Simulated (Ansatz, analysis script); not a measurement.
# Magnetovolume effects in AlCo

How do the moments of AlCo answer to compression and expansion?

Main program and level: Ansatz 0.2.0; PBE, PAW set soft_2.

Most raw output is cut from this account.

## (1) Set-up

The structure is cubic, space group Pm-3m (No. 221). Conventional cell: a = 2.819 Å, b = 2.819 Å, c = 2.819 Å, α = 90.00°, β = 90.00°, γ = 90.00°. Nearest to Al lie 8 Co at 2.44 Å. Nearest to Co lie 8 Al at 2.44 Å. Farther neighbours are not listed.

The cell comes from the Materials Project, a database of computed structures, and the real compound, where it exists, may take another one.

## (2) The collinear state

A collinear run comes first: it shows whether moments survive, and how large they are.

input.yaml reads:

```yaml
crystal:
  lattice:
    - [2.81940321, 0.0, 0.0]
    - [0.0, 2.81940321, 0.0]
    - [0.0, 0.0, 2.81940321]
  atoms:
    - { symbol: Al, position: [0.0, 0.0, 0.0] }
    - { symbol: Co, position: [0.5, 0.5, 0.5], spin: 2.0 }
magnetization:
  spin_polarized: true
kpoints:
  mp_grid: { grid: [9, 9, 9] }
hamiltonian:
  xc: pbe
scf:
  occupations: { method: fermi_dirac, width: 0.05 }
  max_iter: 120
  convergence: { dr2_threshold: 1.0e-08 }
output:
  write_density: true
  write_potential: true
  elf: true
  volumetric_format: npy
```

Started as:

```sh
ansatz run input.yaml --threads 2 --pin off --max-ram 5120MiB --backend cpu --events-out ev --progress --plain --runs-dir out
```

Elapsed: 1.2 s, on 2 threads of Arm Neoverse V2, shared host; peak memory 0.28 GiB.

The spin moment in the atom's sphere vanishes on all atoms.

Tables count atoms from 1; parts of the log count from 0.

The run ends non-magnetic, with a net moment of 0 μB a cell. The run left the order that was typed.

Valence density in the ac plane at fractional y = 0.000, with atoms of Al within 0.2 Å of it. It is the smooth field of the valence electrons, not physical close to the nuclei.

Values in e/Å³, 15 rows by 15 columns:
```
0.07 0.07 0.08 0.14 0.21 0.24 0.25 0.24 0.24 0.25 0.24 0.21 0.14 0.08 0.07
0.08 0.08 0.12 0.17 0.23 0.25 0.25 0.25 0.25 0.25 0.25 0.23 0.17 0.12 0.08
0.12 0.14 0.17 0.22 0.25 0.26 0.26 0.25 0.25 0.26 0.26 0.25 0.22 0.17 0.14
0.19 0.21 0.23 0.25 0.27 0.27 0.26 0.26 0.26 0.26 0.27 0.27 0.25 0.23 0.21
0.24 0.24 0.25 0.26 0.27 0.27 0.27 0.27 0.27 0.27 0.27 0.27 0.26 0.25 0.24
0.25 0.25 0.25 0.26 0.26 0.27 0.27 0.27 0.27 0.27 0.27 0.26 0.26 0.25 0.25
0.24 0.24 0.25 0.25 0.26 0.27 0.27 0.26 0.26 0.27 0.27 0.26 0.25 0.25 0.24
0.24 0.24 0.25 0.25 0.26 0.27 0.27 0.26 0.26 0.27 0.27 0.26 0.25 0.25 0.24
0.25 0.25 0.25 0.26 0.26 0.27 0.27 0.27 0.27 0.27 0.27 0.26 0.26 0.25 0.25
0.24 0.24 0.25 0.26 0.27 0.27 0.27 0.27 0.27 0.27 0.27 0.27 0.26 0.25 0.24
0.19 0.21 0.23 0.25 0.27 0.27 0.26 0.26 0.26 0.26 0.27 0.27 0.25 0.23 0.21
0.12 0.14 0.17 0.22 0.25 0.26 0.26 0.25 0.25 0.26 0.26 0.25 0.22 0.17 0.14
0.08 0.08 0.12 0.17 0.23 0.25 0.25 0.25 0.25 0.25 0.25 0.23 0.17 0.12 0.08
0.07 0.07 0.08 0.14 0.21 0.24 0.25 0.24 0.24 0.25 0.24 0.21 0.14 0.08 0.07
0.06 0.07 0.08 0.12 0.19 0.24 0.25 0.24 0.24 0.25 0.24 0.19 0.12 0.08 0.07
```
Columns run along a (2.8 Å), rows up along c (2.8 Å). Atoms in or near the plane, at fractional coordinates: Al at (0.00, 0.00).

ELF in the ac plane at fractional y = 0.000, with atoms of Al within 0.2 Å of it. It is the smooth field of the valence electrons, not physical close to the nuclei.

Values, 15 rows by 15 columns:
```
0.10 0.05 0.01 0.07 0.28 0.46 0.50 0.50 0.50 0.50 0.46 0.28 0.07 0.01 0.05
0.01 0.01 0.03 0.17 0.39 0.49 0.51 0.49 0.49 0.51 0.49 0.39 0.17 0.03 0.01
0.05 0.07 0.17 0.35 0.48 0.51 0.50 0.48 0.48 0.50 0.51 0.48 0.35 0.17 0.07
0.24 0.28 0.39 0.48 0.52 0.51 0.48 0.46 0.46 0.48 0.51 0.52 0.48 0.39 0.28
0.44 0.46 0.49 0.51 0.51 0.48 0.46 0.44 0.44 0.46 0.48 0.51 0.51 0.49 0.46
0.50 0.50 0.51 0.50 0.48 0.46 0.44 0.43 0.43 0.44 0.46 0.48 0.50 0.51 0.50
0.50 0.50 0.49 0.48 0.46 0.44 0.43 0.42 0.42 0.43 0.44 0.46 0.48 0.49 0.50
0.50 0.50 0.49 0.48 0.46 0.44 0.43 0.42 0.42 0.43 0.44 0.46 0.48 0.49 0.50
0.50 0.50 0.51 0.50 0.48 0.46 0.44 0.43 0.43 0.44 0.46 0.48 0.50 0.51 0.50
0.44 0.46 0.49 0.51 0.51 0.48 0.46 0.44 0.44 0.46 0.48 0.51 0.51 0.49 0.46
0.24 0.28 0.39 0.48 0.52 0.51 0.48 0.46 0.46 0.48 0.51 0.52 0.48 0.39 0.28
0.05 0.07 0.17 0.35 0.48 0.51 0.50 0.48 0.48 0.50 0.51 0.48 0.35 0.17 0.07
0.01 0.01 0.03 0.17 0.39 0.49 0.51 0.49 0.49 0.51 0.49 0.39 0.17 0.03 0.01
0.10 0.05 0.01 0.07 0.28 0.46 0.50 0.50 0.50 0.50 0.46 0.28 0.07 0.01 0.05
0.13 0.10 0.01 0.05 0.24 0.44 0.50 0.50 0.50 0.50 0.44 0.24 0.05 0.01 0.10
```
Columns run along a (2.8 Å), rows up along c (2.8 Å). Atoms in or near the plane, at fractional coordinates: Al at (0.00, 0.00).

## (3) Mesh refined

Levels at the Fermi energy are partly filled, so moments and energy differences can hang on the k-mesh, and the state is solved again on a denser one.

input.yaml, the sections that differ from step 2:

```yaml
kpoints:
  mp_grid: { grid: [14, 14, 14] }
basis:
  ecutwfc: 420.0
# crystal, magnetization, hamiltonian, scf: as in step 2
# output: removed
```

It took 2.7 s on 2 threads; peak memory 0.33 GiB.

The spin moment in the atom's sphere vanishes on all atoms.

The run ends non-magnetic, with a net moment of 0 μB a cell, against 0 μB on the first mesh.

The cell's volume is scaled by the factor named; fractional positions stay, and energies count from the lowest run.

## (4) Factor 0.7, typed moments

Three starts at each size show whether high-spin, low-spin and non-magnetic states coexist. One mesh, built for the smallest cell, and one cutoff serve all sizes, so that energies can be subtracted.

input.yaml, the sections that differ from step 3:

```yaml
crystal:
  lattice:
    - [2.50335939, 0.0, 0.0]
    - [0.0, 2.50335939, 0.0]
    - [0.0, 0.0, 2.50335939]
  atoms:
    - { symbol: Al, position: [0.0, 0.0, 0.0] }
    - { symbol: Co, position: [0.5, 0.5, 0.5], spin: 2.0 }
kpoints:
  mp_grid: { grid: [15, 15, 15] }
output:
  stress: true
# magnetization, hamiltonian, scf, basis: as in step 3
```

Started as:

```sh
ansatz run input.yaml --threads 1 --pin off --max-ram 2560MiB --backend cpu --events-out ev --progress --plain --runs-dir out
```

Run time: 4.9 s. Hardware: 1 thread; peak memory 0.31 GiB.

It ends non-magnetic, with 0 μB on the largest site.

## (5) Factor 0.7, starting moments cut to 30 %

The density is converged from the given moments; the state reached depends on that start.

input.yaml, as its differences from that of step 4:

```diff
@@ -7,3 +7,3 @@
     - { symbol: Al, position: [0.0, 0.0, 0.0] }
-    - { symbol: Co, position: [0.5, 0.5, 0.5], spin: 2.0 }
+    - { symbol: Co, position: [0.5, 0.5, 0.5], spin: 0.6 }
 magnetization:
```

The job ended after 5 s (1 thread; peak memory 0.31 GiB).

It ends non-magnetic, with 0 μB on the largest site.

## (6) Factor 0.86, typed moments

input.yaml, the sections that differ from step 5:

```yaml
crystal:
  lattice:
    - [2.68116376, 0.0, 0.0]
    - [0.0, 2.68116376, 0.0]
    - [0.0, 0.0, 2.68116376]
  atoms:
    - { symbol: Al, position: [0.0, 0.0, 0.0] }
    - { symbol: Co, position: [0.5, 0.5, 0.5], spin: 2.0 }
# magnetization, kpoints, hamiltonian, scf, basis, output: as in step 5
```

The job ended after 4.9 s (1 thread; peak memory 0.32 GiB).

It ends non-magnetic, with 0 μB on the largest site.

## (7) Factor 1, typed moments

input.yaml, as its differences from that of step 6:

```diff
@@ -2,5 +2,5 @@
   lattice:
-    - [2.68116376, 0.0, 0.0]
-    - [0.0, 2.68116376, 0.0]
-    - [0.0, 0.0, 2.68116376]
+    - [2.81940321, 0.0, 0.0]
+    - [0.0, 2.81940321, 0.0]
+    - [0.0, 0.0, 2.81940321]
   atoms:
```

Elapsed: 5.2 s, on 1 thread; peak memory 0.34 GiB.

It ends non-magnetic, with 0 μB on the largest site.

## (8) Factor 1.15, typed moments

input.yaml, as its differences from that of step 7:

```diff
@@ -2,5 +2,5 @@
   lattice:
-    - [2.81940321, 0.0, 0.0]
-    - [0.0, 2.81940321, 0.0]
-    - [0.0, 0.0, 2.81940321]
+    - [2.95385929, 0.0, 0.0]
+    - [0.0, 2.95385929, 0.0]
+    - [0.0, 0.0, 2.95385929]
   atoms:
```

Wall time 6.3 s (1 thread); peak memory 0.35 GiB.

It ends non-magnetic, with 0 μB on the largest site.

## (9) Factor 1.25, no spin

input.yaml, the sections that differ from step 8:

```yaml
crystal:
  lattice:
    - [3.03711004, 0.0, 0.0]
    - [0.0, 3.03711004, 0.0]
    - [0.0, 0.0, 3.03711004]
  atoms:
    - { symbol: Al, position: [0.0, 0.0, 0.0] }
    - { symbol: Co, position: [0.5, 0.5, 0.5] }
# kpoints, hamiltonian, scf, basis, output: as in step 8
# magnetization: removed
```

It took 1.9 s on 1 thread; peak memory 0.31 GiB.

This is the reference without moments at this size.

18 more runs differ from these in the same keys alone and are tabled below.

## (10) All sizes

```
factor  E typed (meV/atom)  E small  E no spin  largest moment, typed (μB)  small   state, typed   state, small
   0.7              1328.3   1328.3     1328.3                        0.00   0.00   non-magnetic   non-magnetic
  0.78               636.7    636.7      636.7                        0.00   0.00   non-magnetic   non-magnetic
  0.86               249.3    249.3      249.3                        0.00   0.00   non-magnetic   non-magnetic
  0.93                73.7     73.7       73.7                        0.00   0.00   non-magnetic   non-magnetic
     1                 1.0      1.0        1.0                        0.00   0.00   non-magnetic   non-magnetic
  1.07                 0.0      0.0        0.0                        0.00   0.00   non-magnetic   non-magnetic
  1.15                59.3     59.3       59.3                        0.00   0.00   non-magnetic   non-magnetic
  1.25               192.6    192.6      192.8                        0.18   0.18  ferromagnetic  ferromagnetic
```

## (11) What came out

* lowest run: factor 1.07, typed moments
* largest moment, typed start: 0 μB at 0.7 to 0.181 μB at 1.25
* gain by magnetism: 0.0 to 0.2 meV/atom

**Reading.** From a factor of 0.7 to 1.25 the largest moment goes from 0 to 0.181 μB. Where moments appear they stay small, near their onset, where mesh and smearing decide. Site moments are taken in spheres that grow with the cell. Both magnetic starts, which share one pattern of signs, end on one state at every size; other orders were not tried. The cell's shape and the atoms were not relaxed. The 24 scaled-cell runs took 1.9 min of wall time, added up.

[Logs and program files are shortened in this print: banners, set-up blocks, solver, clock and traceback lines can be left out without a mark of their own.]

[Logs are printed without paths, hosts, clocks, repeated set-up lines and the standing remarks that a program may print on its own settings, such as how far it seeks lower states.]

[Hosts, paths, dates, database ids (printed as entryN), source tags and the programs' standing remarks are cut or masked in the printed files.]

[Where the input sets lower_state_search to off, the program did not look for lower states, so one may exist.]
